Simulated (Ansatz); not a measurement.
# Scripting the levels of O_F in VO2F

Aim: charge states, host run and transition levels of O_F in VO2F from one script on Ansatz's Python interface. The model is a cell of 64 host atoms with 1 F taken out and 1 O put in.

Calculated with Ansatz 0.2.0; plane-wave PAW DFT, PBEsol; Python script: charge states of a defect supercell, host, and levels with image-charge correction and alignment.

**1. The structure**

The cell holds 64 atoms: 16 V, 33 O and 15 F. Its edges and angles: a = 10.492 Å, b = 10.492 Å, c = 10.358 Å, α = 119.4°, β = 119.4°, γ = 58.5°. It derives from VO2F (space group Cc). Nearest the centre at fractional (0.775, 0.315, 0.557): O48 at 0.54 Å, V42 at 1.93 Å, V33 at 2.08 Å, F39 at 2.21 Å, O46 at 2.33 Å, O59 at 2.55 Å, O13 at 2.59 Å, O35 at 2.76 Å.

As a file:

```xyz
64
Lattice="9.1549 -5.1250 -0.0049 9.1549 5.1250 -0.0049 -5.8211 0.0000 8.5678" Properties=species:S:1:pos:R:3 pbc="T T T"
V     2.2699   -1.3602    3.4081
V     3.7252    1.3602    1.2661
O     0.9214   -0.9994    2.6102
O     3.0489   -2.4578    2.3915
O     2.3767    0.9994    0.4682
O     4.5042    2.4578    0.2495
F     3.2866    0.1488    2.8749
F     4.7419   -0.1488    0.7330
V    -0.6406   -1.3602    7.6919
V     0.8147    1.3602    5.5500
O    -1.9892   -0.9994    6.8941
O     0.1384   -2.4578    6.6754
O    -0.5339    0.9994    4.7521
O     1.5936    2.4578    4.5334
F     0.3760    0.1488    7.1588
F     1.8313   -0.1488    5.0168
V     6.8474    1.2024    3.4056
V     8.3027    3.9227    1.2637
O     5.4988    1.5631    2.6077
O     7.6264    0.1047    2.3890
O     6.9541    3.5619    0.4658
O     9.0817    5.0203    0.2471
F     7.8640    2.7113    2.8724
F     9.3193    2.4137    0.7305
V     3.9368    1.2024    7.6895
V     5.3921    3.9227    5.5475
O     2.5883    1.5631    6.8916
O     4.7158    0.1047    6.6729
O     4.0436    3.5619    4.7497
O     6.1711    5.0203    4.5310
F     4.9535    2.7113    7.1563
F     6.4087    2.4137    5.0144
V     6.8474   -3.9227    3.4056
V     8.3027   -1.2024    1.2637
O     5.4988   -3.5619    2.6077
O     7.6264   -5.0203    2.3890
O     6.9541   -1.5631    0.4658
O     9.0817   -0.1047    0.2471
F     7.8640   -2.4137    2.8724
F     9.3193   -2.7113    0.7305
V     3.9368   -3.9227    7.6895
V     5.3921   -1.2024    5.5475
O     2.5883   -3.5619    6.8916
O     4.7158   -5.0203    6.6729
O     4.0436   -1.5631    4.7497
O     6.1711   -0.1047    4.5310
F     4.9535   -2.4137    7.1563
O     6.4087   -2.7113    5.0144
V    11.4249   -1.3602    3.4031
V    12.8801    1.3602    1.2612
O    10.0763   -0.9994    2.6053
O    12.2038   -2.4578    2.3865
O    11.5316    0.9994    0.4633
O    13.6591    2.4578    0.2446
F    12.4415    0.1488    2.8700
F    13.8968   -0.1488    0.7280
V     8.5143   -1.3602    7.6870
V     9.9696    1.3602    5.5451
O     7.1657   -0.9994    6.8892
O     9.2933   -2.4578    6.6704
O     8.6210    0.9994    4.7472
O    10.7485    2.4578    4.5285
F     9.5309    0.1488    7.1539
F    10.9862   -0.1488    5.0119
```

The host's dielectric constants go in as inputs: principal values (4.32, 4.78, 6.43) for the electrons alone, principal values (7.47, 17.42, 45.45) with the ions, computed on the host (DFPT, PBEsol).

The cell's shortest repeat is 10.3 Å.

**2. The script**

The script is meant to run each charge state in one cell with one kind of occupations, so that the energies compare, and then the host's unit cell on the matching mesh, with a search for its band edges. The last call forms corrections, levels and formation energies from the saved runs.

Contents of run.py:

```python
import ansatz as az
from ansatz.input_file.blocks import ChemicalPotentialInput, HostRunInput, PlaceLevelsInput

# O_F in VO2F
STATES = [(-1, None), (0, 1)]  # charge, total moment
EPSILON, STATIC = [(5.36, 0.0, -1.05), (0.0, 4.78, 0.0), (-1.05, 0.0, 5.39)], [(25.77, 0.0, -18.98), (0.0, 17.42, 0.0), (-18.98, 0.0, 27.15)]

host = (
    az.Lattice.of((4.57745195, -2.56252215, -0.00245987), (4.57745195, 2.56252215, -0.00245987), (-2.91056248, 0.0, 4.28389078))
    .atom("V", (0.76645262, 0.23566067, 0.79612723))
    .atom("V", (0.23566067, 0.76645262, 0.29612723))
    .atom("O", (0.48946902, 0.09945565, 0.60963918))
    .atom("O", (0.99027124, 0.03113529, 0.55883258))
    .atom("O", (0.09945565, 0.48946902, 0.10963918))
    .atom("O", (0.03113529, 0.99027124, 0.05883258))
    .atom("F", (0.54353177, 0.60159274, 0.67175302))
    .atom("F", (0.60159274, 0.54353177, 0.17175302))
)
defect = (
    host.supercell(2, 2, 2)
    .substitution("O", at=(0.60159274, 0.54353177, 0.17175302), cell=(1, 0, 1))
)


def settings(calculation):
    return calculation.functional("pbesol").basis(420, xc_grid=2, grid_basis="typed")


runs = []
for charge, moment in STATES:
    name = f"q{charge:+d}_m{moment}.run"
    state = settings(defect.calculation()).kpoints(1, 1, 1, shift=(0.25, 0.25, 0.25)).occupations("fermi_dirac", width=0.005)
    state = state.charge(charge).scf(max_iterations=100)
    if moment is not None:
        state = state.spin("collinear", total=moment, lock="hard")
    state = state.charged_corrections(epsilon=EPSILON, static_epsilon=STATIC, defect_position=(0.774559, 0.314886, 0.557259)).forces()
    state = state.relax(force_tolerance=0.02, max_steps=80, displacement_amplitude=0.05, displacement_seed=2088)
    try:
        outcome = state.band_table().checkpoint(write=name).run(threads=4, pin="off", max_ram="7360MiB")
    except (az.NonConvergedError, az.RefusalError) as failure:
        print(f"{name}: {type(failure).__name__}: {str(failure)[:300]}")
        continue
    report = outcome.report
    runs.append(name)
    print(f"{name}: F = {report['free_energy_ev']:.4f} eV, moment {report['magnetization_mub']:.3f}, {report['n_iterations']} iterations in the last SCF")

bulk = settings(host.calculation()).kpoints(2, 2, 2, shift=(0.25, 0.25, 0.25), path=["VBM", "CBM"], intervals=1).occupations("fixed").scf(self_checks="high").forces()
bulk = bulk.relax(force_tolerance=0.02)
outcome = bulk.basis(precision="f64").checkpoint(write="host.run").run(threads=4, pin="off", max_ram="7360MiB")
print(f"bulk: F = {outcome.report['free_energy_ev']:.4f} eV, band edges {outcome.report['band_edges_ev']}")

potentials = {
    "F": ChemicalPotentialInput(energy=-797.64292, dataset="<sha256 of the dataset>"),  # F2 molecule
    "O": ChemicalPotentialInput(energy=-558.28265, dataset="<sha256 of the dataset>"),  # O2 molecule
}
levels = az.place_levels(PlaceLevelsInput(host=HostRunInput(run="host.run"), states=runs, chemical_potentials=potentials))
for level in levels.record.defects[0].levels:
    print(f"({level.upper_charge:+d}/{level.lower_charge:+d}) at {level.above_valence_ev:.3f} eV above the valence edge")
print(levels)
```

Run with:

```
$ python run.py
```

Numbers of over 12 decimals in the logs are rounded to 6 here.

The program printed:

```text
[... repeated set-up lines and file paths are left out, and long positions are rounded to six places ...]
RunWarning: the starting moments were not kept: 1 of 64 ended reversed and 0 kept their direction, counting a site from 0.1 of the cell's largest site moment. [...]
RunWarning: the starting moments were not kept: 1 of 64 ended reversed and 0 kept their direction, counting a site from 0.1 of the cell's largest site moment. [...]
RunWarning: the starting moments were not kept: 1 of 64 ended reversed and 0 kept their direction, counting a site from 0.1 of the cell's largest site moment. [...]
RunWarning: the starting moments were not kept: 1 of 64 ended reversed and 0 kept their direction, counting a site from 0.1 of the cell's largest site moment. [...]
RunWarning: the starting moments were not kept: 1 of 64 ended reversed and 0 kept their direction, counting a site from 0.1 of the cell's largest site moment. [...]
RunWarning: the starting moments were not kept: 1 of 64 ended reversed and 0 kept their direction, counting a site from 0.1 of the cell's largest site moment. [...]
RunWarning: the starting moments were not kept: 1 of 64 ended reversed and 0 kept their direction, counting a site from 0.1 of the cell's largest site moment. [...]
RunWarning: the starting moments were not kept: 1 of 64 ended reversed and 0 kept their direction, counting a site from 0.1 of the cell's largest site moment. [...]
q-1_mNone.run: F = -76703.9691 eV, moment 0.000, 11 iterations in the last SCF
q+0_m1.run: F = -76707.8297 eV, moment 1.000, 2 iterations in the last SCF
bulk: F = -9618.7884 eV, band edges [3.547134, 5.517784]
(+0/-1) at 0.097 eV above the valence edge
(0/-1) 0.097 eV above the valence edge, 1.488 eV under the conduction edge
formation energy of charge 0: +3.117 eV with the Fermi level at the valence edge
formation energy of charge -1: +3.215 eV with the Fermi level at the valence edge
  edges by pbesol, gap 1.586 eV; the host is sampled to repeats of 10.25 Å
  the defect's cells are sampled to repeats of 10.25 Å, like sampling
  charge 0: +0.000 eV for its dipole among its images, +0.000 omitted
  charge -1: -76703.9638 eV with its correction of +0.005 eV, at epsilon [[25.77, 0, -18.98], [0, 17.42, 0], [-18.98, 0, 27.15]], aligned at sites: +0.1090 eV, mean over 22 atomic sites at or beyond 5.13 Å from the host's site at [0.8022, 0.2677, 0.5880] by [...]
  of states[1] (q+0_m1.run): its displacements don't fall off away from the defect: farther atoms stand 0.096 Å off the host's places. [...]
  of states[0] (q-1_mNone.run): how wide its charge is, is not read beside other atoms or cores, and a band state would take no correction. [...]
```

The job ended after 16 min (4 threads of Arm Neoverse V1, shared host; peak memory 0.59 GiB).

Formation energies (elemental references), with the Fermi level at the valence top and at the conduction bottom (gap 1.59 eV):

```
charge  at valence top (eV)  at conduction bottom (eV)
     0                 3.12                       3.12
    −1                 3.21                       1.63
```

Fermi level (eV), lowest formation energy (eV) and a bar from the least value:
```
     0.00       3.12 ##############################
     0.14       3.07 #############################
     0.29       2.93 ##########################
     0.43       2.78 #######################
     0.58       2.64 ####################
     0.72       2.49 #################
     0.87       2.35 ###############
     1.01       2.21 ############
     1.15       2.06 #########
     1.30       1.92 ######
     1.44       1.77 ###
     1.59       1.63
```

Transition levels lie at 0.10 eV (0/−1) above the valence top.

**3. Summary of results**

```
gap of the host   : 1.59 eV
level (0/minus 1) : 0.10 eV from the valence top
```

**Reading.** Between neighbouring charges the script places (0/−1) at 0.10 eV above the valence top, in a gap of 1.59 eV. The image-charge corrections reach 0.01 eV. It also warns that far atoms have moved. The edges that the host run prints, 1.97 eV apart, are those of its mesh; the gap comes from the search along the path. The program calls the alignment of potentials doubtful for this cell, and part of the corrections rests on it. Only the listed charges were run, so further levels can't show. What this leaves open: one k-point off the zone centre stands for the whole zone; PBEsol makes the gap too small and tends to spread out bound carriers; where a gas molecule sets a chemical potential or the host's formation energy, its binding is uncorrected.

[Logs are printed without paths, hosts, clocks, repeated set-up lines and the standing remarks that a program may print on its own settings, such as how far it seeks lower states.]

[Hosts, paths, dates, database ids (printed as entryN), source tags and the programs' standing remarks are cut or masked in the printed files.]

[For some hosts the program warned that the k-mesh of the response run may be too coarse for force constants and the static dielectric constant; such warnings are not shown here.]
